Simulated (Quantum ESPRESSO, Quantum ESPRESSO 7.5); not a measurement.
# Pd(100), 5 layers: k-mesh convergence

Aim: how far one choice must go before the vacuum level and the energy of Pd(100), 5 layers stand still, and what it costs.

Calculated with Quantum ESPRESSO 7.5; plane-wave DFT, PBE, SSSP efficiency pseudopotentials.

## (1) Set-up

The cell holds 5 atoms: 5 Pd. Cell: a = 2.751 Å, b = 2.751 Å, c = 23.780 Å, α = 90.0°, β = 90.0°, γ = 90.0°. It derives from Pd. Vacuum lies along c.

## (2) Self-consistent run: 23×23×1 points

The first run is the reference of the series.

Contents of c0.in:

```
&control
  prefix = 'c0'
  outdir = './out'
  pseudo_dir = './pseudo'
  calculation = 'scf'
  tprnfor = .true.
/
&system
  ibrav = 0
  nat = 5
  ntyp = 1
  ecutwfc = 45
  ecutrho = 360
  occupations = 'smearing'
  smearing = 'mv'
  degauss = 0.02
  assume_isolated = 'esm'
  esm_bc = 'bc1'
/
&electrons
  conv_thr = 1e-07
  mixing_beta = 0.4
  electron_maxstep = 120
  mixing_mode = 'local-TF'
/
ATOMIC_SPECIES
  Pd  106.4200  Pd_ONCV_PBE-1.0.oncvpsp.upf
CELL_PARAMETERS angstrom
  2.75064537881567 0.00000000000000 0.00000000000000
  0.00000000000000 2.75064537881567 0.00000000000000
  0.00000000000000 0.00000000000000 23.78000000000000
ATOMIC_POSITIONS crystal
  Pd  0.000000000000 0.000000000000 -0.163582842725
  Pd  0.500000000000 0.500000000000 -0.081791421362
  Pd  0.000000000000 0.000000000000 0.000000000000
  Pd  0.500000000000 0.500000000000 0.081791421362
  Pd  0.000000000000 0.000000000000 0.163582842725
K_POINTS automatic
  23 23 1 0 0 0
```

Launch:

```
OMP_NUM_THREADS=1 mpirun -n 4 pw.x -nk 4 -in c0.in > c0.out
```

Output:

```text
Program PWSCF v.7.5 starts
[citation notice left out]

     Parallel version (MPI & OpenMP), running on       4 processor cores
     Number of MPI processes:                 4
     Threads/MPI process:                     1

     MPI processes distributed on     1 nodes
[...]
Current dimensions of program PWSCF are:
     Max number of different atomic species (ntypx) = 10
     Max number of k-points (npk) =  40000
     Max angular momentum in pseudopotentials (lmaxx) =  4
     Message from routine setup:
     no reason to have ecutrho>4*ecutwfc
     Message from routine setup:
     using ibrav=0 with symmetry is DISCOURAGED, use correct ibrav instead

     K-points division:     npool     =       4
     Subspace diagonalization in iterative solution of the eigenvalue problem:
     a serial algorithm will be used

     G-vector sticks info
     --------------------
     sticks:   dense  smooth     PW     G-vecs:    dense   smooth      PW
     Sum         777     385    121               140183    49359    8747

     Using Slab Decomposition

     bravais-lattice index     =            0
     lattice parameter (alat)  =       5.1980  a.u.
     unit-cell volume          =    1214.1649 (a.u.)^3
     number of atoms/cell      =            5
     number of atomic types    =            1
     number of electrons       =        90.00
     number of Kohn-Sham states=           54
     kinetic-energy cutoff     =      45.0000  Ry
     charge density cutoff     =     360.0000  Ry
     scf convergence threshold =      1.0E-07
     mixing beta               =       0.4000
     number of iterations used =            8  local-TF  mixing
     Exchange-correlation= PBE
                           (   1   4   3   4   0   0   0)

     Effective Screening Medium Method
     =================================
     Boundary Conditions: Vacuum-Slab-Vacuum
     total charge in unit cell        =   0.0000
     grid points for fit at edges     =        4

     celldm(1)=   5.197966  celldm(2)=   0.000000  celldm(3)=   0.000000
     celldm(4)=   0.000000  celldm(5)=   0.000000  celldm(6)=   0.000000

     crystal axes: (cart. coord. in units of alat)
               a(1) = (   1.000000   0.000000   0.000000 )
               a(2) = (   0.000000   1.000000   0.000000 )
               a(3) = (   0.000000   0.000000   8.645244 )

     reciprocal axes: (cart. coord. in units 2 pi/alat)
               b(1) = (  1.000000  0.000000  0.000000 )
               b(2) = (  0.000000  1.000000  0.000000 )
               b(3) = (  0.000000  0.000000  0.115671 )

     PseudoPot. # 1 for Pd read from file:
     ./pseudo/Pd_ONCV_PBE-1.0.oncvpsp.upf
     Pseudo is Norm-conserving, Zval = 18.0
     Generated using ONCVPSP code by D. R. Hamann
     Using radial grid of 1410 points,  6 beta functions with:
                l(1) =   0
                l(2) =   0
                l(3) =   1
                l(4) =   1
                l(5) =   2
                l(6) =   2

     atomic species   valence    mass     pseudopotential
     Pd               18.00   106.42000     Pd( 1.00)

     16 Sym. Ops., with inversion, found

   Cartesian axes

     site n.     atom                  positions (alat units)
         1        Pd     tau(   1) = (   0.0000000   0.0000000  -1.4142136  )
         2        Pd     tau(   2) = (   0.5000000   0.5000000  -0.7071068  )
         3        Pd     tau(   3) = (   0.0000000   0.0000000   0.0000000  )
         4        Pd     tau(   4) = (   0.5000000   0.5000000   0.7071068  )
         5        Pd     tau(   5) = (   0.0000000   0.0000000   1.4142136  )

     number of k points=    78  Marzari-Vanderbilt smearing, width (Ry)=  0.0200
                       cart. coord. in units 2pi/alat
        k(    1) = (   0.0000000   0.0000000   0.0000000), wk =   0.0037807
        k(    2) = (   0.0000000   0.0434783   0.0000000), wk =   0.0151229
        k(    3) = (   0.0000000   0.0869565   0.0000000), wk =   0.0151229
        k(    4) = (   0.0000000   0.1304348   0.0000000), wk =   0.0151229
        k(    5) = (   0.0000000   0.1739130   0.0000000), wk =   0.0151229
        k(    6) = (   0.0000000   0.2173913   0.0000000), wk =   0.0151229
        k(    7) = (   0.0000000   0.2608696   0.0000000), wk =   0.0151229
        k(    8) = (   0.0000000   0.3043478   0.0000000), wk =   0.0151229
        k(    9) = (   0.0000000   0.3478261   0.0000000), wk =   0.0151229
        k(   10) = (   0.0000000   0.3913043   0.0000000), wk =   0.0151229
[...]
k(   78) = (   0.4782609   0.4782609   0.0000000), wk =   0.0151229

     Dense  grid:   140183 G-vectors     FFT dimensions: (  32,  32, 288)

     Smooth grid:    49359 G-vectors     FFT dimensions: (  24,  24, 192)

     Estimated max dynamical RAM per process >     253.56 MB

     Estimated total dynamical RAM >     911.55 MB

     Initial potential from superposition of free atoms

     starting charge      89.9982, renormalised to      90.0000

     negative rho (up, down):  6.864E-07 0.000E+00
     Starting wfcs are   50 randomized atomic wfcs +    4 random wfcs

     total cpu time spent up to now is        3.6 secs

     per-process dynamical memory:   182.0 Mb

     Self-consistent Calculation

     iteration #  1     ecut=    45.00 Ry     beta= 0.40
     Davidson diagonalization with overlap
     c_bands:  1 eigenvalues not converged
     c_bands:  1 eigenvalues not converged
     c_bands:  1 eigenvalues not converged
     c_bands:  1 eigenvalues not converged
     c_bands:  1 eigenvalues not converged
     ethr =  1.00E-02,  avg # of iterations = 10.6

     Threshold (ethr) on eigenvalues was too large:
     Diagonalizing with lowered threshold

     Davidson diagonalization with overlap
     c_bands:  1 eigenvalues not converged
     ethr =  8.34E-04,  avg # of iterations =  2.8

     negative rho (up, down):  4.061E-08 0.000E+00

     total cpu time spent up to now is       15.8 secs

     total energy              =   -1265.92459121 Ry
     estimated scf accuracy    <       0.73814268 Ry

     iteration #  2     ecut=    45.00 Ry     beta= 0.40
[...]
total energy              =   -1265.81416876 Ry
     estimated scf accuracy    <       0.45451419 Ry

     iteration #  3     ecut=    45.00 Ry     beta= 0.40
[...]
c_bands:  2 eigenvalues not converged
     c_bands:  1 eigenvalues not converged
     c_bands:  1 eigenvalues not converged
     c_bands:  1 eigenvalues not converged
[...]
c_bands:  1 eigenvalues not converged
     c_bands:  1 eigenvalues not converged
     c_bands:  1 eigenvalues not converged
     c_bands:  2 eigenvalues not converged
     c_bands:  1 eigenvalues not converged
[...]
negative rho (up, down):  3.741E-03 0.000E+00

[...]
total energy              =   -1265.92129355 Ry
     estimated scf accuracy    <       0.00044823 Ry

     iteration # 14     ecut=    45.00 Ry     beta= 0.40
[...]
c_bands:  1 eigenvalues not converged
     c_bands:  1 eigenvalues not converged
[...]
negative rho (up, down):  3.446E-04 0.000E+00

[...]
total energy              =   -1265.91926279 Ry
     estimated scf accuracy    <       0.00004315 Ry

     iteration # 15     ecut=    45.00 Ry     beta= 0.40
[...]
c_bands:  1 eigenvalues not converged
     c_bands:  1 eigenvalues not converged
     c_bands:  2 eigenvalues not converged
     c_bands:  2 eigenvalues not converged
     c_bands:  2 eigenvalues not converged
     c_bands:  2 eigenvalues not converged
     c_bands:  1 eigenvalues not converged
     c_bands:  1 eigenvalues not converged
     c_bands:  1 eigenvalues not converged
     c_bands:  1 eigenvalues not converged
     c_bands:  1 eigenvalues not converged
     c_bands:  1 eigenvalues not converged
     c_bands:  1 eigenvalues not converged
     c_bands:  2 eigenvalues not converged
[...]
negative rho (up, down):  2.906E-04 0.000E+00

[...]
total energy              =   -1265.91932444 Ry
     estimated scf accuracy    <       0.00025139 Ry

     iteration # 16     ecut=    45.00 Ry     beta= 0.40
[...]
negative rho (up, down):  1.092E-04 0.000E+00

[...]
total energy              =   -1265.91914172 Ry
     estimated scf accuracy    <       0.00008572 Ry

     iteration # 17     ecut=    45.00 Ry     beta= 0.40
[...]
negative rho (up, down):  1.049E-05 0.000E+00

[...]
total energy              =   -1265.91902945 Ry
     estimated scf accuracy    <       0.00007151 Ry

     iteration # 18     ecut=    45.00 Ry     beta= 0.40
[...]
c_bands:  1 eigenvalues not converged
     c_bands:  1 eigenvalues not converged
     c_bands:  1 eigenvalues not converged
[...]
negative rho (up, down):  1.341E-05 0.000E+00

[...]
total energy              =   -1265.91903869 Ry
     estimated scf accuracy    <       0.00000100 Ry

     iteration # 19     ecut=    45.00 Ry     beta= 0.40
[...]
negative rho (up, down):  6.332E-06 0.000E+00

[...]
total energy              =   -1265.91904325 Ry
     estimated scf accuracy    <       0.00000198 Ry

     iteration # 20     ecut=    45.00 Ry     beta= 0.40
[...]
End of self-consistent calculation

          k = 0.0000 0.0000 0.0000 (  6231 PWs)   bands (ev):

   -89.3657 -89.2721 -89.2651 -88.7839 -88.7839 -55.1921 -55.0180 -54.9801
   -54.9801 -54.9108 -54.8687 -54.8687 -54.8420 -54.8420 -54.4482 -54.4482
   -54.4481 -54.4481 -54.3609 -54.3601 -11.8386 -10.7339 -10.3209 -10.0615
    -9.6542  -9.5883  -9.5487  -8.9474  -8.3505  -8.0409  -7.7567  -7.7567
    -7.1010  -7.1010  -6.7649  -6.7080  -6.4120  -6.2736  -6.2736  -6.2400
    -5.8965  -5.5525  -5.4264  -5.4264  -5.3982  -5.1880  -5.1074  -4.9554
    -4.9554  -3.5619  -2.3196  -0.1746   0.2803   1.1331

          k = 0.0000 0.0435 0.0000 (  6251 PWs)   bands (ev):

   -89.3653 -89.2718 -89.2648 -88.7836 -88.7836 -55.1909 -55.0233 -54.9794
   -54.9783 -54.9144 -54.8698 -54.8683 -54.8465 -54.8421 -54.4521 -54.4521
   -54.4479 -54.4479 -54.3605 -54.3598 -11.7942 -10.6953 -10.2903 -10.0356
    -9.6232  -9.5539  -9.5246  -8.9303  -8.3405  -8.0212  -7.7652  -7.7476
    -7.2031  -7.1103  -6.7214  -6.6680  -6.4109  -6.3673  -6.3233  -6.2472
    -5.8695  -5.6535  -5.5077  -5.3512  -5.3393  -5.2230  -5.1294  -5.0001
    -4.9445  -3.4361  -2.1670  -0.1358   0.3259   1.1715

          k = 0.0000 0.0870 0.0000 (  6233 PWs)   bands (ev):

   -89.3639 -89.2708 -89.2642 -88.7826 -88.7826 -55.1876 -55.0372 -54.9772
   -54.9747 -54.9248 -54.8728 -54.8672 -54.8595 -54.8421 -54.4636 -54.4635
   -54.4471 -54.4471 -54.3594 -54.3588 -11.6637 -10.5862 -10.2085  -9.9513
    -9.5617  -9.4686  -9.4244  -8.8638  -8.3087  -7.9641  -7.7856  -7.7213
    -7.3763  -7.1392  -6.8180  -6.5251  -6.4880  -6.4398  -6.4115  -6.2693
    -5.8244  -5.8114  -5.6675  -5.4959  -5.2986  -5.2905  -5.1663  -4.9317
    -4.8360  -3.1182  -1.7777  -0.0196   0.4638   1.2864

          k = 0.0000 0.1304 0.0000 (  6225 PWs)   bands (ev):

   -89.3618 -89.2691 -89.2631 -88.7811 -88.7811 -55.1826 -55.0572 -54.9737
   -54.9714 -54.9409 -54.8795 -54.8776 -54.8653 -54.8422 -54.4817 -54.4814
   -54.4459 -54.4459 -54.3577 -54.3574 -11.4548 -10.4277 -10.1007  -9.7946
    -9.4988  -9.3853  -9.2294  -8.7029  -8.2497  -7.8746  -7.8044  -7.6809
    -7.5397  -7.1896  -7.0288  -6.5845  -6.5126  -6.5091  -6.3856  -6.3136
    -5.9701  -5.8174  -5.8150  -5.7329  -5.3647  -5.3580  -5.1328  -4.9388
    -4.4971  -2.6975  -1.2629   0.1733   0.6999   1.4766

          k = 0.0000 0.1739 0.0000 (  6231 PWs)   bands (ev):

   -89.3590 -89.2670 -89.2618 -88.7791 -88.7791 -55.1768 -55.0815 -54.9700
   -54.9691 -54.9609 -54.9039 -54.8842 -54.8629 -54.8424 -54.5049 -54.5045
   -54.4443 -54.4443 -54.3556 -54.3556 -11.1821 -10.2586  -9.9862  -9.5678
    -9.4246  -9.3472  -8.9681  -8.4142  -8.1640  -7.7949  -7.7619  -7.6698
    -7.6330  -7.2616  -7.2446  -6.7356  -6.6781  -6.5462  -6.4024  -6.3075
    -6.0970  -6.0814  -5.8732  -5.6262  -5.4780  -5.3822  -5.0871  -4.9723
    -4.1139  -2.2256  -0.6967   0.4421   1.0306   1.7402

          k = 0.0000 0.2174 0.0000 (  6221 PWs)   bands (ev):

   -89.3558 -89.2646 -89.2602 -88.7768 -88.7768 -55.1714 -55.1086 -54.9818
   -54.9743 -54.9637 -54.9272 -54.8925 -54.8601 -54.8428 -54.5313 -54.5307
   -54.4425 -54.4425 -54.3536 -54.3535 -10.8690 -10.1262  -9.8739  -9.3673
    -9.3421  -9.2682  -8.6716  -8.0908  -8.0362  -7.7527  -7.7146  -7.6289
    -7.5894  -7.3787  -7.3513  -6.8808  -6.8755  -6.7238  -6.5451  -6.1841
    -6.1830  -6.1331  -5.9796  -5.5897  -5.4268  -5.3576  -5.0602  -5.0318
    -3.7112  -1.7290  -0.1197   0.7847   1.4569   2.0737

[...]
the Fermi energy is    -5.1040 ev

!    total energy              =   -1265.91904608 Ry
     estimated scf accuracy    <       0.00000002 Ry
     smearing contrib. (-TS)   =       0.00190684 Ry
     internal energy E=F+TS    =   -1265.92095293 Ry

     The total energy is F=E-TS. E is the sum of the following terms:
     one-electron contribution =   22395.12695025 Ry
     hartree contribution      =  -11223.53028439 Ry
     xc contribution           =    -124.03228858 Ry
     ewald contribution        =  -12313.48533021 Ry

     convergence has been achieved in  20 iterations

     Forces acting on atoms (cartesian axes, Ry/au):

     atom    1 type  1   force =     0.00000000    0.00000000   -0.00770508
     atom    2 type  1   force =     0.00000000    0.00000000   -0.00424061
     atom    3 type  1   force =     0.00000000    0.00000000    0.00000000
     atom    4 type  1   force =     0.00000000    0.00000000    0.00424061
     atom    5 type  1   force =     0.00000000    0.00000000    0.00770508

     Total force =     0.012438     Total SCF correction =     0.000313

[...]
=------------------------------------------------------------------------------=
   JOB DONE.
=------------------------------------------------------------------------------=
[...]
```

Wall time 2.9 min (4 MPI ranks of Intel Xeon 6975P-C (Granite Rapids), shared host); peak memory 0.94 GiB.

This step gave:

| Quantity | Value |
| --- | --- |
| free energy | -17223.7061 eV |
| Fermi energy | -5.104 eV |
| vacuum line at the lower end of the cell, over the Fermi level | 5.104 eV |
| vacuum line at the upper end of the cell, over the Fermi level | 5.104 eV |

The potential energy, planar mean oscillates, so the rows of the table below give means over windows of 1.9 Å about each position, cut where the curve ends. Its maxima inside the range that stand out by 2 % of the span (Å: eV): -2.9: -1.09, -1.0: -1.33, 1.0: -1.33, 2.9: -1.09. Its minima: -3.9: -28.1, -2.0: -28.1, 0.0: -28.3, 2.0: -28.1, 3.9: -28.1.

Electrostatic potential energy of an electron; zero at the Fermi level. Table of potential energy, planar mean by z; means over each step:

```
 z (Å)  potential energy, planar mean (eV)
-10.94                                5.10
 -9.04                                5.10
 -7.14                                5.08
 -5.24                                1.65
 -3.34                               -12.5
 -1.44                               -12.8
  0.46                               -12.9
  2.36                               -12.7
  4.26                               -11.3
  6.16                                4.84
  8.06                                5.10
  9.96                                5.10
```

The program's own clock; routines nest. Time by routine:

| routine | wall time (s) | calls |
| --- | --- | --- |
| PWSCF | 174.5 | 1 |
| electrons | 170.2 | 1 |
| c_bands | 153.8 | 21 |
| cegterg | 129.4 | 420 |
| h_psi | 81.26 | 4816 |
| vloc_psi | 63.01 | 4816 |
| fftw | 60.43 | 171882 |
| sum_band | 11.62 | 21 |
| calbec | 9.67 | 4896 |
| cdiaghg | 9.45 | 4776 |
| h_psi:calbec | 9.27 | 4816 |
| add_vuspsi | 8.15 | 4816 |
| init_run | 3.59 | 1 |
| mix_rho | 2.93 | 21 |

The vacuum levels are read from the outermost 0.7 Å of the cell on either side.

The run needed 20 iterations to bring the estimated error under 1e-07 Ry; the largest force on any atom, held or free, is 0.20 eV/Å.

Inside the slab this potential holds the local part of the pseudopotentials, which can be repulsive at the nuclei; only its value in the vacuum has a meaning of its own.

## (3) SCF with pw.x: 17×17×1 points

c1.in is the input of step 2 with these lines changed:

```diff
@@ -1,3 +1,3 @@
 &control
-  prefix = 'c0'
+  prefix = 'c1'
   outdir = './out'
@@ -38,2 +38,2 @@
 K_POINTS automatic
-  23 23 1 0 0 0
+  17 17 1 0 0 0
```

Launch:

```
OMP_NUM_THREADS=1 mpirun -n 4 pw.x -nk 4 -in c1.in > c1.out
```

Output:

```text
[banner, memory and clock lines left out]
Program PWSCF v.7.5 starts
[...]
Message from routine setup:
[...]
Message from routine setup:
[...]
number of electrons       =        90.00
     number of Kohn-Sham states=           54
     kinetic-energy cutoff     =      45.0000  Ry
     charge density cutoff     =     360.0000  Ry
[...]
number of k points=    45  Marzari-Vanderbilt smearing, width (Ry)=  0.0200
[...]
Dense  grid:   140183 G-vectors     FFT dimensions: (  32,  32, 288)
[...]
negative rho (up, down):  6.864E-07 0.000E+00
     Starting wfcs are   50 randomized atomic wfcs +    4 random wfcs
[...]
negative rho (up, down):  4.060E-08 0.000E+00
[...]
estimated scf accuracy    <       0.73780096 Ry
[...]
estimated scf accuracy    <       0.45413172 Ry
[...]
estimated scf accuracy    <       0.07984968 Ry
[...]
estimated scf accuracy    <       0.04040026 Ry
[...]
estimated scf accuracy    <       0.06627247 Ry
[...]
estimated scf accuracy    <       0.03774015 Ry
[...]
estimated scf accuracy    <       0.00993353 Ry
[...]
negative rho (up, down):  1.034E-03 0.000E+00
[...]
estimated scf accuracy    <       0.03541567 Ry
[...]
negative rho (up, down):  1.036E-03 0.000E+00
[...]
estimated scf accuracy    <       0.01206050 Ry
[...]
negative rho (up, down):  1.624E-02 0.000E+00
[...]
estimated scf accuracy    <       0.01471754 Ry
[...]
negative rho (up, down):  4.932E-03 0.000E+00
[...]
estimated scf accuracy    <       0.00551210 Ry
[...]
negative rho (up, down):  4.329E-03 0.000E+00
[...]
estimated scf accuracy    <       0.00067253 Ry
[...]
negative rho (up, down):  3.575E-03 0.000E+00
[...]
estimated scf accuracy    <       0.00037730 Ry
[...]
negative rho (up, down):  5.829E-04 0.000E+00
[...]
estimated scf accuracy    <       0.00006040 Ry
[...]
negative rho (up, down):  3.837E-04 0.000E+00
[...]
estimated scf accuracy    <       0.00038280 Ry
[...]
negative rho (up, down):  7.027E-05 0.000E+00
[...]
estimated scf accuracy    <       0.00005354 Ry
[...]
estimated scf accuracy    <       0.00014447 Ry
[...]
estimated scf accuracy    <       0.00000165 Ry
[...]
negative rho (up, down):  5.907E-08 0.000E+00
[...]
estimated scf accuracy    <       0.00000455 Ry
[...]
estimated scf accuracy    <       0.00000165 Ry
[...]
estimated scf accuracy    <       0.00000458 Ry
[...]
estimated scf accuracy    <       0.00000100 Ry
[...]
negative rho (up, down):  5.495E-07 0.000E+00
[...]
estimated scf accuracy    <       0.00000020 Ry
[...]
the Fermi energy is    -5.1044 ev
!    total energy              =   -1265.91894765 Ry
     estimated scf accuracy    <       0.00000003 Ry
     smearing contrib. (-TS)   =       0.00174064 Ry
     internal energy E=F+TS    =   -1265.92068828 Ry
[...]
one-electron contribution =   22395.13072696 Ry
     hartree contribution      =  -11223.53377362 Ry
     xc contribution           =    -124.03231141 Ry
     ewald contribution        =  -12313.48533021 Ry
     convergence has been achieved in  24 iterations
[...]
Total force =     0.012107     Total SCF correction =     0.001082
[...]
```

Run time: 2.1 min. Hardware: 4 MPI ranks; peak memory 0.75 GiB; 8.3 min of CPU time.

Read from the output:

```
free energy : -17223.7047 eV
```

The program's own clock; routines nest. Time by routine:

```csv
routine,wall time (s),calls
PWSCF,123.5,1
electrons,119.9,1
c_bands,105.8,25
cegterg,90.1,300
h_psi,57.33,3182
vloc_psi,44.84,3182
fftw,42.77,121588
sum_band,8.18,25
calbec,6.57,3230
h_psi:calbec,6.34,3182
cdiaghg,6.24,3158
add_vuspsi,5.59,3182
mix_rho,3.71,25
init_run,3.03,1
```

Counted from each run's own zero (the Fermi level), the vacuum level differs from the first run's by +0 meV.

(Part 1 of 2 ends here.)

[Logs are printed without paths, hosts, clocks, repeated set-up lines and the standing remarks that a program may print on its own settings, such as how far it seeks lower states.]

[Hosts, paths, dates, database ids (printed as entryN), source tags and the programs' standing remarks are cut or masked in the printed files.]

[Maps of the electrostatic potential energy from Ansatz leave out the sawtooth potential of an applied field or a dipole correction, so their vacuum need not be flat; planar profiles and work functions include it.]
